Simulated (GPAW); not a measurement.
## Dielectric function and optical constants of LiH

Aim: the dielectric function of LiH, and the optical constants that follow from it. The cell comes from an older database entry, whose edges can differ from later determinations, mostly by under a per cent.

Program: GPAW 26.7.0. Level of theory: DFT, PBE, plane-wave PAW (GPAW data sets), scalar-relativistic, RPA, optical limit. Results are calculated unless marked as measured.

The database entry behind the starting cell differs from later determinations by our own check (the deuteride, about 0.2 % short), so it need not match the best structure at ambient conditions.

## (1) The structure

Symmetry: Fm-3m, No. 225, cubic system. The conventional cell has a = 4.074 Å, b = 4.074 Å, c = 4.074 Å, α = 90.00°, β = 90.00°, γ = 90.00°. Nearest to Li lie 6 H at 2.04 Å. Nearest to H lie 6 Li at 2.04 Å. Farther neighbours are not listed.

As a file:

```cif
data_structure
_symmetry_space_group_name_H-M 'P 1'
_symmetry_Int_Tables_number 1
_cell_length_a 2.8804
_cell_length_b 2.8804
_cell_length_c 2.8804
_cell_angle_alpha 60.000
_cell_angle_beta 60.000
_cell_angle_gamma 60.000
_cell_volume 16.90
loop_
_atom_site_label
_atom_site_type_symbol
_atom_site_fract_x
_atom_site_fract_y
_atom_site_fract_z
_atom_site_occupancy
Li1 Li 0.00000 0.00000 0.00000 1
H2 H 0.50000 0.50000 0.50000 1
```

## (2) Dielectric function, RPA

Local fields let the induced charge screen the field inside the cell, which as a rule lowers ε, most along directions where the density is uneven.

Contents of df.py:

```python
from gpaw.response.df import DielectricFunction

df = DielectricFunction('full.gpw', frequencies={'type': 'nonlinear', 'domega0': 0.03, 'omega2': 8},
                        ecut=50,
                        eta=0.15,
                        nbands=12,
                        txt='df.txt')
for direction in ['x']:
    df.get_dielectric_function(xc='RPA', direction=direction, filename=f'df_{direction}.csv')
```

Started as:

```console
$ OMP_NUM_THREADS=1 python df.py
```

Numbers of over 12 decimals in the logs are rounded to 6 here.

The log of the run:

```text
Using integrator: PointIntegrator
NonLinearFrequencyDescriptor(from 0.000 to 46.898 eV, 457 points)
Nonperiodic BCs:  [False False False]
Using integrator: PointIntegrator
NonLinearFrequencyDescriptor(from 0.000 to 46.898 eV, 457 points)
Nonperiodic BCs:  [False False False]

Calculating chi0 body with:
    Ground state adapter containing:
    Number of spins: 1
    Number of kpoints: 3375
    Number of irreducible kpoints: 120
    Number of completely occupied states: 1
    Number of partially occupied states: 1

    Linear response parametrization:
    q_c: [0.0, 0.0, 0.0]
    Number of frequency points: 457
    Planewave cutoff: 50.0
    Number of bands: 12
    Number of planewaves: 15
    Broadening (eta): 0.15

Integrating chi0 body.

Symmetries of q_c:
    Direct symmetries (Uq -> q): 48
    Indirect symmetries (TUq -> q): 0
In total 48 allowed symmetries.

120 groups of equivalent kpoints. 96.444444% reduction.

Integral kind: spectral function

Calculating chi0 optical extensions with:
    Ground state adapter containing:
    Number of spins: 1
    Number of kpoints: 3375
    Number of irreducible kpoints: 120
    Number of completely occupied states: 1
    Number of partially occupied states: 1

    Linear response parametrization:
    Number of frequency points: 457
    Planewave cutoff: 50.0
    Number of bands: 12
    Number of planewaves: 15
    Broadening (eta): 0.15
Integrating chi0 head and wings.

Symmetries of q_c:
    Direct symmetries (Uq -> q): 48
    Indirect symmetries (TUq -> q): 0
In total 48 allowed symmetries.

120 groups of equivalent kpoints. 96.444444% reduction.

Integral kind: spectral function wings
```

Elapsed: 4.2 s, on 1 thread of Arm Neoverse N1, shared host; peak memory 0.14 GiB.

Read-outs, printed or worked out from the files:

| Property | Result |
| --- | --- |
| electronic dielectric constant ε∞, mean over x, y and z (by symmetry where fewer were run) | 3.876 |
| main peak of Im epsilon, first axis | 7.196 eV |

The Im ε, E ∥ x has structure finer than the step of the table below, so its rows give means over 0.5 eV, whole bins alone (the curve runs from 0 to 14.0 eV). Peaks (eV: height): 4.29: 3.78, 5.22: 4.27, 7.21: 5.62, 8.09: 4.46.

Values under the direct gap are tails of Lorentzian lines. Table of Im ε, E ∥ x by photon energy; means over each step:

| photon energy (eV) | Im ε, E ∥ x |
| --- | --- |
| 0.5 | 0.0162 |
| 1.0 | 0.0355 |
| 1.5 | 0.0631 |
| 2.0 | 0.113 |
| 2.5 | 0.254 |
| 3.0 | 1.21 |
| 3.5 | 2.76 |
| 4.0 | 3.29 |
| 4.5 | 2.75 |
| 5.0 | 3.72 |
| 5.5 | 3.13 |
| 6.0 | 3.74 |
| 6.5 | 4.49 |
| 7.0 | 5.02 |
| 7.5 | 4.13 |
| 8.0 | 4.03 |
| 8.5 | 2.80 |
| 9.0 | 2.03 |
| 9.5 | 1.92 |
| 10.0 | 1.34 |
| 10.5 | 0.951 |
| 11.0 | 1.14 |
| 11.5 | 1.02 |
| 12.0 | 1.02 |
| 12.5 | 0.839 |
| 13.0 | 0.870 |
| 13.5 | 0.678 |

Table of Re ε, E ∥ x by photon energy:

photon energy (eV), Re ε, E ∥ x and a bar from the least value:
```
      0.0       3.88 #####################
      0.5       3.90 #####################
      1.0       3.99 #####################
      1.5       4.14 ######################
      2.0       4.42 #######################
      2.5       4.94 ##########################
      3.0       6.00 ##############################
      3.5       5.67 #############################
      4.0       4.30 #######################
      4.5       2.73 ################
      5.0       4.03 ######################
      5.5       2.54 ###############
      6.0       3.77 #####################
      6.5       2.00 #############
      7.0       2.04 #############
      7.5      -0.12 ####
      8.0       0.10 #####
      8.5      -1.09 
      9.0      -0.66 ##
      9.5      -0.56 ##
     10.0      -0.87 #
     10.5      -0.22 ####
     11.0       0.09 #####
     11.5      -0.03 ####
     12.0       0.03 #####
     12.5      -0.02 #####
     13.0      -0.07 ####
     13.5      -0.01 #####
```

The loss function −Im 1/ε at q → 0, E ∥ x has structure finer than the step of the table below, so its rows give means over 0.5 eV, whole bins alone (the curve runs from 0 to 14.0 eV). Peaks (eV: height): 10.74: 1.12, 12.50: 1.27.

Values under the direct gap are tails of Lorentzian lines. The loss function −Im 1/ε at q → 0, E ∥ x by energy loss; means over each step:

| energy loss (eV) | loss function −Im 1/ε at q → 0, E ∥ x |
| --- | --- |
| 0.5 | 0.00106 |
| 1.0 | 0.00223 |
| 1.5 | 0.00365 |
| 2.0 | 0.00571 |
| 2.5 | 0.0101 |
| 3.0 | 0.0348 |
| 3.5 | 0.0731 |
| 4.0 | 0.111 |
| 4.5 | 0.144 |
| 5.0 | 0.123 |
| 5.5 | 0.183 |
| 6.0 | 0.139 |
| 6.5 | 0.175 |
| 7.0 | 0.175 |
| 7.5 | 0.246 |
| 8.0 | 0.243 |
| 8.5 | 0.317 |
| 9.0 | 0.443 |
| 9.5 | 0.481 |
| 10.0 | 0.589 |
| 10.5 | 0.993 |
| 11.0 | 0.878 |
| 11.5 | 0.974 |
| 12.0 | 0.979 |
| 12.5 | 1.19 |
| 13.0 | 1.15 |
| 13.5 | 1.47 |

The Im ε, E ∥ x has structure finer than the step of the table below, so its rows give means over 0.5 eV, whole bins alone (the curve runs from 0 to 14.0 eV). Peaks (eV: height): without local fields 4.24: 4.48, 5.17: 5.21, 6.39: 6.21, 7.10: 6.42; with local fields 4.29: 3.78, 5.22: 4.27, 7.21: 5.62, 8.09: 4.46.

Values under the direct gap are tails of Lorentzian lines. Im ε, E ∥ x against photon energy; means over each step:

| photon energy (eV) | without local fields | with local fields |
| --- | --- | --- |
| 0.5 | 0.0192 | 0.0162 |
| 1.0 | 0.0420 | 0.0355 |
| 1.5 | 0.0745 | 0.0631 |
| 2.0 | 0.133 | 0.113 |
| 2.5 | 0.298 | 0.254 |
| 3.0 | 1.40 | 1.21 |
| 3.5 | 3.26 | 2.76 |
| 4.0 | 3.91 | 3.29 |
| 4.5 | 3.29 | 2.75 |
| 5.0 | 4.69 | 3.72 |
| 5.5 | 3.79 | 3.13 |
| 6.0 | 4.89 | 3.74 |
| 6.5 | 5.56 | 4.49 |
| 7.0 | 5.97 | 5.02 |
| 7.5 | 4.47 | 4.13 |
| 8.0 | 4.20 | 4.03 |
| 8.5 | 2.60 | 2.80 |
| 9.0 | 1.97 | 2.03 |
| 9.5 | 1.83 | 1.92 |
| 10.0 | 1.18 | 1.34 |
| 10.5 | 0.947 | 0.951 |
| 11.0 | 1.17 | 1.14 |
| 11.5 | 0.997 | 1.02 |
| 12.0 | 0.940 | 1.02 |
| 12.5 | 0.732 | 0.839 |
| 13.0 | 0.717 | 0.870 |
| 13.5 | 0.529 | 0.678 |

Table of refractive index n and extinction k by photon energy:

| photon energy (eV) | n | k |
| --- | --- | --- |
| 0.0 | 1.97 | 0 |
| 0.5 | 1.98 | 0.00408 |
| 1.0 | 2.00 | 0.00882 |
| 1.5 | 2.04 | 0.0153 |
| 2.0 | 2.10 | 0.0262 |
| 2.5 | 2.22 | 0.0529 |
| 3.0 | 2.46 | 0.263 |
| 3.5 | 2.47 | 0.649 |
| 4.0 | 2.19 | 0.706 |
| 4.5 | 1.79 | 0.696 |
| 5.0 | 2.20 | 0.899 |
| 5.5 | 1.79 | 0.814 |
| 6.0 | 2.14 | 0.903 |
| 6.5 | 1.87 | 1.23 |
| 7.0 | 1.93 | 1.30 |
| 7.5 | 1.35 | 1.39 |
| 8.0 | 1.48 | 1.45 |
| 8.5 | 0.967 | 1.42 |
| 9.0 | 0.836 | 1.16 |
| 9.5 | 0.850 | 1.13 |
| 10.0 | 0.610 | 1.12 |
| 10.5 | 0.629 | 0.784 |
| 11.0 | 0.816 | 0.762 |
| 11.5 | 0.702 | 0.725 |
| 12.0 | 0.729 | 0.710 |
| 12.5 | 0.619 | 0.636 |
| 13.0 | 0.654 | 0.707 |
| 13.5 | 0.575 | 0.584 |

From ε follow the optical constants at some laser and lamp lines:

| wavelength (nm) | n | k | R (%) | 1/α |
| --- | --- | --- | --- | --- |
| 1550 | 1.99 | 0.007 | 10.9 | 18 µm |
| 1064 | 2.01 | 0.011 | 11.2 | 7.9 µm |
| 800 | 2.04 | 0.016 | 11.7 | 4.0 µm |
| 633 | 2.10 | 0.025 | 12.5 | 2.0 µm |
| 450 | 2.33 | 0.096 | 16.0 | 374 nm |
| 308 | 2.20 | 0.703 | 18.0 | 35 nm |
| 248 | 2.20 | 0.899 | 20.3 | 22 nm |

Below the direct gap, k and the depth come from the tails of the Lorentzian lines, not from transitions.

Rows near the edge hang on the gap, which this functional as a rule makes too small, and phonon-assisted absorption is left out.

## (3) Summary of results

| Item | Value |
| --- | --- |
| electronic dielectric constant ε∞, mean over x, y and z (by symmetry where fewer were run) (RPA) | 3.88 |
| main peak of Im epsilon, first axis | 7.20 eV |

In words: At this level (PBE, RPA) LiH has ε∞ = 3.88 and n = 1.99 at 1550 nm, and Im ε peaks at 7.2 eV. Local fields change the static value along x from 4.27 to 3.88 (-9 %). Distinct maxima of Im ε, read by a parabola through the highest points, lie at 5.20 eV (4.3), 6.42 eV (4.9), 7.20 eV (5.6) and 8.07 eV (4.5). Excitons and phonon-assisted transitions are missing; PBE gaps are as a rule too small, which pulls the onset down and ε∞ up. The sum runs over mesh points, so small or evenly spaced maxima can still be ripples of the mesh.

[Machine, clock and banner lines and Python warnings are left out of the logs.]

[Logs are printed without paths, hosts, clocks, repeated set-up lines and the standing remarks that a program may print on its own settings, such as how far it seeks lower states.]

[Hosts, paths, dates, database ids (printed as entryN), source tags and the programs' standing remarks are cut or masked in the printed files.]
